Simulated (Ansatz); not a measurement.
In doubt: masses and optical values from hybrid runs of this build are listed as unsure (in some of the runs), which bears on the screening that GW takes from such a start.

Selenium (P3_121, 3 atoms a cell), computed twice by G0W0.

```xyz
3
Lattice="4.3662 0.0000 0.0000 -2.1831 3.7812 0.0000 0.0000 0.0000 4.9536" Properties=species:S:1:pos:R:3 pbc="T T T"
Se    0.9841    0.0000    1.6512
Se   -0.4921    0.8523    3.3024
Se    1.6910    2.9289    0.0000
```

The cell and positions come from the Crystallography Open Database and are kept as given unless a step says otherwise.

The first (Ansatz 0.2.0; start PBE, 6×6×4 mesh, 244 empty bands, screening to 120 eV, hard PAW files; 1 × NVIDIA H100 80GB HBM3 (shared by 6 runs) with 3 threads of AMD EPYC 7R13 (Zen 3), shared host) gave, on its mesh: starting gap 1.03 eV, G0W0 gap 1.72 eV, RPA ε∞ (mean) 10.63, 37 s.

**Question.** The second changes start from PBE to PBE0 and files from hard PAW to PAW set soft_1. What does it give?

It gave: starting gap 2.43 eV, G0W0 gap 2.35 eV, RPA ε∞ (mean) 6.25, 74 s. The G0W0 gap moves by +0.63 eV, +1.40 eV from the start and −0.76 eV from the correction. Σc changes by −0.10 eV at the valence top and +0.07 eV at the conduction bottom, and Σx − Vxc between them by −0.93 eV.

Limits: not at the basis limit; no spin-orbit coupling.

[Paths, hosts, dates, memory and timing lines, banners, echoed tables and standing remarks are left out of the program output.]

[Logs are printed without paths, hosts, clocks, repeated set-up lines and the standing remarks that a program may print on its own settings, such as how far it seeks lower states.]

[Runs of the session that timed out or met a known fault of the program may be left out.]

[Cells called generated may have been cut or substituted from an entry of the Crystallography Open Database or the Materials Project.]

[Hosts, paths, dates, database ids (printed as entryN), source tags and the programs' standing remarks are cut or masked in the printed files.]
